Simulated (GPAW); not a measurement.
# A Pd chain with a P atom bridging one bond: transmission at several levels

Wanted: the zero-bias transmission of a Pd chain with a P atom bridging one bond on a ladder of levels, with run times.

Method: GPAW LCAO, PAW setups; Landauer transmission from Green's functions with principal layers (ASE), zero bias, in GPAW 26.7.0.

## 1. The starting structure

The cell holds 15 atoms: 14 Pd and 1 P. Its edges and angles: a = 9.000 Å, b = 9.000 Å, c = 35.200 Å, α = 90.0°, β = 90.0°, γ = 90.0°. Regions: left lead, 7 atoms (7 Pd); channel, 1 atom (1 P); right lead, 7 atoms (7 Pd). Vacuum lies along a and b. The structure is stacked along c, and the current runs across the ab planes.

## 2. GPAW, dzp

Localised orbitals split the wire into layers that couple to their neighbours alone, which is what the Green's function method needs; double zeta with polarisation is the usual level for numbers.

Contents of run.py:

```python
import json
import numpy as np
from ase import Atoms
from ase.transport.calculators import TransportCalculator
from gpaw import GPAW, FermiDirac
from gpaw.lcao.tools import get_lcao_hamiltonian
from scipy.linalg import eigh

# The junction with lead layers at both ends, along the third cell vector
device = Atoms(
    ['Pd', 'Pd', 'Pd', 'Pd', 'Pd', 'Pd', 'Pd', 'P', 'Pd', 'Pd', 'Pd', 'Pd', 'Pd', 'Pd', 'Pd'],
    positions=[
        [4.50000, 4.50000, 1.25000],
        [4.50000, 4.50000, 3.75000],
        [4.50000, 4.50000, 6.25000],
        [4.50000, 4.50000, 8.75000],
        [4.50000, 4.50000, 11.25000],
        [4.50000, 4.50000, 13.75000],
        [4.50000, 4.50000, 16.25000],
        [6.32382, 4.50000, 17.60000],
        [4.50000, 4.50000, 18.95000],
        [4.50000, 4.50000, 21.45000],
        [4.50000, 4.50000, 23.95000],
        [4.50000, 4.50000, 26.45000],
        [4.50000, 4.50000, 28.95000],
        [4.50000, 4.50000, 31.45000],
        [4.50000, 4.50000, 33.95000]],
    cell=[[9.0, 0.0, 0.0], [0.0, 9.0, 0.0], [0.0, 0.0, 35.2]],
    pbc=True)

# One principal layer of the lead: the first 5 atoms of the device
lead = Atoms(
    ['Pd', 'Pd', 'Pd', 'Pd', 'Pd'],
    positions=[
        [4.50000, 4.50000, 1.25000],
        [4.50000, 4.50000, 3.75000],
        [4.50000, 4.50000, 6.25000],
        [4.50000, 4.50000, 8.75000],
        [4.50000, 4.50000, 11.25000]],
    cell=[[9.0, 0.0, 0.0], [0.0, 9.0, 0.0], [0.0, 0.0, 12.5]],
    pbc=True)

settings = dict(mode='lcao', basis='dzp', xc='PBE', h=0.2,
                occupations=FermiDirac(0.1), maxiter=250,
                mixer=dict(beta=0.1, nmaxold=8, weight=100.0),
                convergence=dict(density=0.0001))
energies = np.arange(-2, 2 + 1e-9, 0.05)
eta = 0.0001
n1, n2 = 1, 1
# k and -k transmit alike, so half of the mesh across the current serves
mesh = [(i, j) for i in range(n1) for j in range(n2) if (i, j) <= (-i % n1, -j % n2)]
weights = np.array([1 if (i, j) == (-i % n1, -j % n2) else 2 for i, j in mesh]) / (n1 * n2)


def ground_state(atoms, size, txt):
    atoms.calc = GPAW(kpts={'size': size, 'gamma': True}, symmetry={'tolerance': 1e-3}, txt=txt, **settings)
    atoms.get_potential_energy()
    return atoms.calc.get_fermi_level()


def blocks(atoms, fermi, points, nz, cells):
    """H - E_F S and S between cell 0 and the cells above it, at each point across the current."""
    kz = np.arange(nz) / nz
    calc = atoms.calc.fixed_density(kpts=[(*k, z) for k in points for z in kz], symmetry='off', txt=None)
    H, S = get_lcao_hamiltonian(calc)
    H = (H - fermi * S).reshape(len(H), len(points), nz, *S.shape[1:])
    S = S.reshape(H.shape[1:])
    phases = [np.exp(-2j * np.pi * kz * R) / nz for R in cells]
    return [(np.einsum('skzij,z->ksij', H, p), np.einsum('kzij,z->kij', S, p)) for p in phases]


def pair(a, b):
    return np.block([[a, b], [b.T.conj(), a]])


def count_channels(h, s, cells, nk=240):
    """Half the number of times that the lead's bands cross each energy, unfolded to its shortest repeat."""
    b = len(h) // cells
    bands = []
    for k in (np.arange(nk + 1) + 0.5) / nk:
        hk, sk = h[:b, :b].copy(), s[:b, :b].copy()
        for R in range(1, cells):
            phase, block = np.exp(2j * np.pi * k * R), slice(R * b, (R + 1) * b)
            hk += h[:b, block] * phase + (h[:b, block] * phase).T.conj()
            sk += s[:b, block] * phase + (s[:b, block] * phase).T.conj()
        bands.append(eigh(hk, sk, eigvals_only=True))
    below = np.array(bands)[:, :, None] < energies
    return (below[1:] != below[:-1]).sum((0, 1)) / 2


fermi_lead = ground_state(lead, (1, 1, 9), 'lead.txt')
fermi_device = ground_state(device, (1, 1, 2), 'device.txt')
T, channels, eigen, tail, misfit, shifts = [], [], [], 0.0, 0.0, []
for first in range(0, len(mesh), 493):
    points = [(i / n1, j / n2) for i, j in mesh[first:first + 493]]
    (H0k, S0k), (H1k, S1k), (H2k, _) = blocks(lead, fermi_lead, points, 5, range(3))
    [(Hk, Sk)] = blocks(device, fermi_device, points, 2, [0])
    tail = max(tail, abs(H2k).max())
    for H0, S0, H1, S1, H, S in zip(H0k, S0k, H1k, S1k, Hk, Sk):
        n = len(S0)
        # Shift the lead onto the potential of the device's first layer
        shift = ((H[:, 0, 0] - H0[:, 0, 0]) / S0[0, 0]).real.mean()
        shifts.append(shift)
        misfit = max(misfit, abs(H[:, :n, :n] - H0 - shift * S0).max())
        Tk, Ck, Ek = [], [], []
        for s in range(len(H)):
            t = s % len(H0)  # a lead without moments serves both spins
            h1, s1 = pair(H0[t] + shift * S0, H1[t] + shift * S1), pair(S0, S1)
            leads = dict(h1=h1, s1=s1, energies=energies, eta=eta, eta1=eta, eta2=eta)
            calc = TransportCalculator(h=H[s], s=S, eigenchannels=3, **leads)
            Tk.append(calc.get_transmission())
            Ek.append(np.sort(calc.eigenchannels_ne, axis=0)[::-1])
            Ck.append(count_channels(h1, s1, 10))
        T.append(Tk)
        channels.append(Ck)
        eigen.append(Ek)
T, channels = np.array(T), np.array(channels)
mean, open_channels = np.einsum('kse,k->se', T, weights), np.einsum('kse,k->se', channels, weights)

print(f'basis functions: device {len(S)}, principal layer {n}')
print(f'Fermi level: lead {fermi_lead:.4f} eV, device {fermi_device:.4f} eV; lead shifted by {np.mean(shifts):.4f} eV')
print(f'largest coupling past the next layer {tail:.2e} eV, largest misfit of the first layer {misfit:.3f} eV')
print('  E-E_F (eV)   ' + 'T (one spin)  channels')
for e, t, c in zip(energies, mean.T, open_channels.T):
    print(f'{e:10.3f}  ', *[f'{x:11.4e}' for x in t], *[f'{x:9.4f}' for x in c])

kT = 8.617333e-5 * 500
fine = np.linspace(energies[0], energies[-1], 4001)
both = np.exp(np.interp(fine, energies, np.log(np.maximum(mean.sum(0) * 2 / len(mean), 1e-30))))
fermi = lambda mu: 1 / (1 + np.exp(np.clip((fine - mu) / kT, -200, 200)))
slope = fermi(0) * (1 - fermi(0)) / kT
G = np.trapezoid(both * slope, fine) / 2
seebeck = -np.trapezoid(both * slope * fine, fine) / (2 * G * 500) * 1e6
print(f'conductance at 500 K: {G:.5g} G0 a cell; thermopower {seebeck:.4g} uV/K')
bias = [0.1, 0.2, 0.5, 1.0, 1.5, 2.0]
current = [38.74 * np.trapezoid(both * (fermi(V / 2) - fermi(-V / 2)), fine) for V in bias]
for V, I in zip(bias, current):
    print(f'current from the zero-bias T(E) at {V} V: {I:.5g} uA')
zero = abs(energies).argmin()
json.dump(dict(energies=energies.tolist(), T=mean.tolist(), channels=open_channels.tolist(), G=G, seebeck=seebeck,
               bias=bias, current=current, tail=tail, misfit=misfit, shift=np.mean(shifts), n_device=len(S), n_lead=n,
               fermi=[fermi_lead, fermi_device], energy=device.get_potential_energy(),
               moments=device.get_magnetic_moments().tolist(), mesh=mesh, weights=weights.tolist(),
               T_k=T[:, :, zero].tolist(), eigen=np.array(eigen[0]).tolist()), open('result.json', 'w'))
```

The run is started by

```
OMP_NUM_THREADS=1 OPENBLAS_NUM_THREADS=1 python run.py
```

The program printed:

```text
basis functions: device 391, principal layer 135
Fermi level: lead -4.0202 eV, device -3.9227 eV; lead shifted by -0.0014 eV
largest coupling past the next layer 1.07e-04 eV, largest misfit of the first layer 0.091 eV
  E-E_F (eV)   T (one spin)  channels
    -2.000    1.9819e+00    3.0000
    -1.950    1.9121e+00    3.0000
    -1.900    1.8494e+00    3.0000
    -1.850    1.7955e+00    3.0000
    -1.800    1.7379e+00    3.0000
    -1.750    1.6426e+00    3.0000
    -1.700    1.4277e+00    3.0000
    -1.650    1.1269e+00    3.0000
    -1.600    1.6424e+00    3.0000
    -1.550    2.3092e+00    3.0000
    -1.500    2.5882e+00    3.0000
    -1.450    2.6465e+00    3.0000
    -1.400    2.6333e+00    3.0000
    -1.350    2.6047e+00    3.0000
    -1.300    2.5767e+00    3.0000
    -1.250    2.5519e+00    3.0000
[...]
1.650    2.6576e-01    1.0000
     1.700    2.4385e-01    1.0000
     1.750    2.2417e-01    1.0000
     1.800    2.0685e-01    1.0000
     1.850    1.9198e-01    1.0000
     1.900    1.7961e-01    1.0000
     1.950    1.6976e-01    1.0000
     2.000    1.6241e-01    1.0000
conductance at 500 K: 1.7371 G0 a cell; thermopower 21.99 uV/K
current from the zero-bias T(E) at 0.1 V: 13.377 uA
current from the zero-bias T(E) at 0.2 V: 26.325 uA
current from the zero-bias T(E) at 0.5 V: 62.331 uA
current from the zero-bias T(E) at 1.0 V: 118.13 uA
current from the zero-bias T(E) at 1.5 V: 168.82 uA
current from the zero-bias T(E) at 2.0 V: 224.07 uA
```

Wall time 8 min (1 thread of Arm Neoverse N1, shared host); peak memory 1.5 GiB.

This step gave:

```
conductance                                             : 1.737 G₀
largest coupling past the next principal layer          : 1.07e-4 eV
largest misfit of the first principal layer             : 0.09148 eV
shift that aligns the lead                              : -0.001448 eV
basis functions of the junction                         : 391
basis functions of a principal layer                    : 135
transmission at the Fermi level (one spin)              : 1.841
open channels of the lead at the Fermi level (one spin) : 4
```

One spin. The transmission, zone mean by energy, zero at the Fermi level:

| energy (eV) | transmission, zone mean |
| --- | --- |
| -2.000 | 1.98 |
| -1.800 | 1.74 |
| -1.600 | 1.64 |
| -1.450 | 2.65 |
| -1.400 | 2.63 |
| -1.200 | 2.53 |
| -1.000 | 2.31 |
| -0.800 | 2.07 |
| -0.600 | 1.38 |
| -0.400 | 2.02 |
| -0.300 | 2.03 |
| -0.200 | 2.02 |
| 0.000 | 1.84 |
| 0.200 | 0.990 |
| 0.400 | 0.903 |
| 0.600 | 0.775 |
| 0.800 | 0.693 |
| 1.000 | 0.614 |
| 1.200 | 0.515 |
| 1.400 | 0.400 |
| 1.600 | 0.290 |
| 1.800 | 0.207 |
| 2.000 | 0.162 |

Crossings of the lead's bands, unfolded to its shortest repeat. Open channels, zone mean against energy, zero at the Fermi level:

```csv
energy (eV),"open channels, zone mean"
-2.000,3
-1.800,3
-1.600,3
-1.400,3
-1.200,3
-1.000,5
-0.800,5
-0.600,5
-0.400,4
-0.200,4
0.000,4
0.200,1
0.400,1
0.600,1
0.800,1
1.000,1
1.200,1
1.400,1
1.600,1
1.800,1
2.000,1
```

Not self-consistent under bias; the bias window is split evenly. The current through one cell, from the zero-bias transmission by bias:

```
bias (V)  current through one cell, from the zero-bias transmission (μA)
   0.100                                                            13.4
   0.200                                                            26.3
   0.500                                                            62.3
   1.000                                                             118
   1.500                                                             169
   2.000                                                             224
```

The transmission of the three most open eigenchannels by energy, zero at the Fermi level:

```csv
energy (eV),channel 1,channel 2,channel 3
-2.00,0.964,0.839,0.178
-1.85,0.949,0.817,0.0294
-1.70,0.933,0.451,0.0437
-1.60,0.936,0.475,0.231
-1.45,0.991,0.951,0.704
-1.30,0.942,0.894,0.741
-1.15,0.905,0.857,0.742
-1.05,0.855,0.849,0.701
-0.90,0.835,0.820,0.447
-0.75,0.904,0.786,0.211
-0.60,0.732,0.553,0.0901
-0.50,0.804,0.704,0.239
-0.35,0.991,0.727,0.296
-0.20,0.994,0.755,0.263
-0.05,0.991,0.734,0.202
0.00,0.987,0.682,0.166
0.05,0.976,0.562,0.116
0.20,0.990,1.5e-5,4.0e-10
0.35,0.940,1.5e-5,1.2e-11
0.50,0.832,1.5e-5,1.2e-11
0.60,0.775,1.6e-5,1.2e-11
0.75,0.712,1.6e-5,1.2e-11
0.90,0.655,1.7e-5,1.2e-11
1.05,0.592,1.7e-5,1.2e-11
1.15,0.542,1.7e-5,1.2e-11
1.30,0.458,1.8e-5,1.2e-11
1.45,0.371,1.9e-5,1.2e-11
1.60,0.290,1.9e-5,1.2e-11
1.70,0.244,2.0e-5,1.2e-11
1.85,0.192,2.0e-5,1.2e-11
2.00,0.162,2.1e-5,1.2e-11
```

Couplings past the next layer reach 1.1e-4 eV, small enough to drop; the matrix elements of the cell's first layer differ from the bulk lead's by up to 0.091 eV. That layer keeps its own values in the calculation, and only beyond it is the lead taken as perfect. The Fermi levels of lead and junction count from different zeros of potential, one for each periodic cell; with both set to zero, the small remaining shift is what aligns them. By hand: G = 1.737 × 77.48 μS = 135 μS, a resistance of 7.43 kΩ; at 0.1 V a linear junction would pass 13.5 μA, and the integral over the bias window gives 13.4 μA.

## 3. Single-zeta polarised basis

One radial function a shell plus polarisation makes the matrices smaller; the question is what that costs.

Changes to run.py since step 2:

```diff
@@ -42,3 +42,3 @@
 
-settings = dict(mode='lcao', basis='dzp', xc='PBE', h=0.2,
+settings = dict(mode='lcao', basis='szp(dzp)', xc='PBE', h=0.2,
                 occupations=FermiDirac(0.1), maxiter=250,
```

The program printed:

```text
basis functions: device 219, principal layer 75
Fermi level: lead -4.1832 eV, device -4.1196 eV; lead shifted by -0.0003 eV
largest coupling past the next layer 1.09e-04 eV, largest misfit of the first layer 0.098 eV
  E-E_F (eV)   T (one spin)  [channel counts left out]
    -2.000    1.8169e+00
    -1.950    1.7395e+00
    -1.900    1.6529e+00
    -1.850    1.5115e+00
    -1.800    1.3109e+00
    -1.750    1.7606e+00
    -1.700    2.3630e+00
    -1.650    2.5849e+00
    -1.600    2.6284e+00
    -1.550    2.6090e+00
    -1.500    2.5688e+00
    -1.450    2.5223e+00
    -1.400    2.4738e+00
    -1.350    2.4235e+00
    -1.300    2.3693e+00
    -1.250    2.3066e+00
[...]
1.650    2.3562e-01
     1.700    2.2061e-01
     1.750    2.0656e-01
     1.800    1.9360e-01
     1.850    1.8178e-01
     1.900    1.7120e-01
     1.950    1.6190e-01
     2.000    1.5392e-01
conductance at 500 K: 1.284 G0 a cell; thermopower 30.25 uV/K
current from the zero-bias T(E) at 0.1 V: 9.9576 uA
current from the zero-bias T(E) at 0.2 V: 19.979 uA
current from the zero-bias T(E) at 0.5 V: 49.996 uA
current from the zero-bias T(E) at 1.0 V: 92.243 uA
current from the zero-bias T(E) at 1.5 V: 133.25 uA
current from the zero-bias T(E) at 2.0 V: 175.73 uA
```

Wall time 4.4 min (1 thread); peak memory 1.4 GiB.

This step gave:

- conductance: 1.284 G₀
- largest coupling past the next principal layer: 1.09e-4 eV
- largest misfit of the first principal layer: 0.09782 eV
- shift that aligns the lead: -2.68e-4 eV
- basis functions of the junction: 219
- basis functions of a principal layer: 75
- transmission at the Fermi level (one spin): 1.348

One spin. Transmission, zone mean against energy, zero at the Fermi level:

| energy (eV) | transmission, zone mean |
| --- | --- |
| -2.00 | 1.82 |
| -1.90 | 1.65 |
| -1.80 | 1.31 |
| -1.70 | 2.36 |
| -1.60 | 2.63 |
| -1.55 | 2.61 |
| -1.45 | 2.52 |
| -1.35 | 2.42 |
| -1.25 | 2.31 |
| -1.15 | 2.11 |
| -1.05 | 1.95 |
| -0.90 | 1.70 |
| -0.80 | 1.61 |
| -0.70 | 1.47 |
| -0.60 | 1.44 |
| -0.55 | 1.80 |
| -0.50 | 1.58 |
| -0.40 | 1.19 |
| -0.25 | 1.71 |
| -0.20 | 1.72 |
| -0.15 | 1.71 |
| -0.05 | 1.56 |
| 0.00 | 1.35 |
| 0.05 | 0.887 |
| 0.15 | 0.993 |
| 0.25 | 0.900 |
| 0.40 | 0.733 |
| 0.50 | 0.650 |
| 0.60 | 0.591 |
| 0.70 | 0.547 |
| 0.80 | 0.513 |
| 0.90 | 0.482 |
| 1.05 | 0.438 |
| 1.15 | 0.406 |
| 1.25 | 0.373 |
| 1.35 | 0.338 |
| 1.45 | 0.302 |
| 1.55 | 0.268 |
| 1.70 | 0.221 |
| 1.80 | 0.194 |
| 1.90 | 0.171 |
| 2.00 | 0.154 |

Not self-consistent under bias; the bias window is split evenly. The current through one cell, from the zero-bias transmission by bias:

```csv
bias (V),"current through one cell, from the zero-bias transmission (μA)"
0.100,9.96
0.200,20.0
0.500,50.0
1.000,92.2
1.500,133
2.000,176
```

Table of transmission of the three most open eigenchannels by energy, zero at the Fermi level:

```
energy (eV)  channel 1  channel 2  channel 3
      -2.00      0.914      0.773      0.130
      -1.90        0.9      0.652      0.101
      -1.80      0.892      0.361     0.0579
      -1.70      0.915      0.901      0.547
      -1.55      0.965      0.946      0.699
      -1.45      0.934      0.901      0.687
      -1.35      0.905      0.852      0.666
      -1.25      0.852      0.820      0.635
      -1.15      0.798      0.768      0.543
      -1.05      0.762      0.733      0.397
      -0.90      0.715      0.665      0.239
      -0.80      0.667      0.640      0.171
      -0.70      0.644      0.631      0.135
      -0.60      0.744      0.589      0.105
      -0.50      0.773      0.572      0.238
      -0.40      0.615      0.561     0.0175
      -0.25      0.973      0.570      0.158
      -0.15      0.987      0.567      0.146
      -0.05      0.979      0.476      0.100
       0.00      0.962      0.321     0.0592
       0.05      0.885    0.00238     2.9e-6
       0.15      0.993     3.0e-6    5.8e-11
       0.25      0.900     3.0e-6    4.9e-11
       0.40      0.733     3.1e-6          0
       0.50      0.650     3.1e-6          0
       0.60      0.591     3.2e-6          0
       0.70      0.547     3.2e-6          0
       0.80      0.513     3.3e-6          0
       0.90      0.482     3.3e-6          0
       1.05      0.438     3.4e-6          0
       1.15      0.406     3.4e-6          0
       1.25      0.373     3.5e-6          0
       1.35      0.338     3.6e-6          0
       1.45      0.302     3.6e-6          0
       1.55      0.268     3.7e-6          0
       1.70      0.221     3.8e-6          0
       1.80      0.194     3.8e-6          0
       1.90      0.171     3.9e-6          0
       2.00      0.154     4.0e-6          0
```

The conductance, 1.28 G₀, lies 26 % below that of the dzp run.

## 4. Minimal basis

One function for each valence shell of the setup, as for a first survey of a large system.

Changes to run.py since step 3:

```diff
@@ -42,3 +42,3 @@
 
-settings = dict(mode='lcao', basis='szp(dzp)', xc='PBE', h=0.2,
+settings = dict(mode='lcao', basis='sz(dzp)', xc='PBE', h=0.2,
                 occupations=FermiDirac(0.1), maxiter=250,
```

The program printed:

```text
basis functions: device 172, principal layer 60
Fermi level: lead -4.1979 eV, device -4.1448 eV; lead shifted by 0.0004 eV
largest coupling past the next layer 1.09e-04 eV, largest misfit of the first layer 0.091 eV
  E-E_F (eV)   T (one spin)  channels
    -2.000    1.8538e+00    3.0000
    -1.950    1.8004e+00    3.0000
    -1.900    1.7618e+00    3.0000
[...]
1.950    1.9265e-01    1.0000
     2.000    1.8874e-01    1.0000
conductance at 500 K: 1.3064 G0 a cell; thermopower 28.96 uV/K
current from the zero-bias T(E) at 0.1 V: 10.121 uA
current from the zero-bias T(E) at 0.2 V: 20.257 uA
current from the zero-bias T(E) at 0.5 V: 50.523 uA
current from the zero-bias T(E) at 1.0 V: 93.239 uA
current from the zero-bias T(E) at 1.5 V: 135.06 uA
current from the zero-bias T(E) at 2.0 V: 176.37 uA
```

It took 3.5 min on 1 thread; peak memory 1.4 GiB.

Numbers from this step:

| Item | Value |
| --- | --- |
| conductance | 1.306 G₀ |
| largest misfit of the first principal layer | 0.09126 eV |
| shift that aligns the lead | 4.31e-4 eV |
| basis functions of the junction | 172 |
| basis functions of a principal layer | 60 |
| transmission at the Fermi level (one spin) | 1.373 |

One spin. Transmission, zone mean against energy, zero at the Fermi level:

energy (eV), transmission, zone mean and a bar:
```
    -2.00       1.85 #####################
    -1.85       1.72 ###################
    -1.70       2.19 #########################
    -1.60       2.58 ##############################
    -1.45       2.49 #############################
    -1.30       2.33 ###########################
    -1.15       2.05 #######################
    -1.05       1.85 #####################
    -0.90       1.64 ##################
    -0.75       1.55 #################
    -0.60       1.80 ####################
    -0.55       1.83 #####################
    -0.50       1.31 ##############
    -0.35       1.38 ###############
    -0.20       1.71 ###################
    -0.05       1.57 #################
     0.00       1.37 ###############
     0.05       0.96 ##########
     0.20       0.96 ##########
     0.35       0.78 #######
     0.50       0.64 ######
     0.60       0.57 #####
     0.75       0.51 ####
     0.90       0.46 ###
     1.05       0.41 ###
     1.15       0.38 ##
     1.30       0.33 ##
     1.45       0.29 #
     1.60       0.25 #
     1.70       0.23 #
     1.85       0.20 
     2.00       0.19
```

The conductance, 1.31 G₀, lies 25 % below that of the dzp run.

[end of part 1 of 3]

[Logs are printed without paths, hosts, clocks, repeated set-up lines and the standing remarks that a program may print on its own settings, such as how far it seeks lower states.]

[Hosts, paths, dates, database ids (printed as entryN), source tags and the programs' standing remarks are cut or masked in the printed files.]
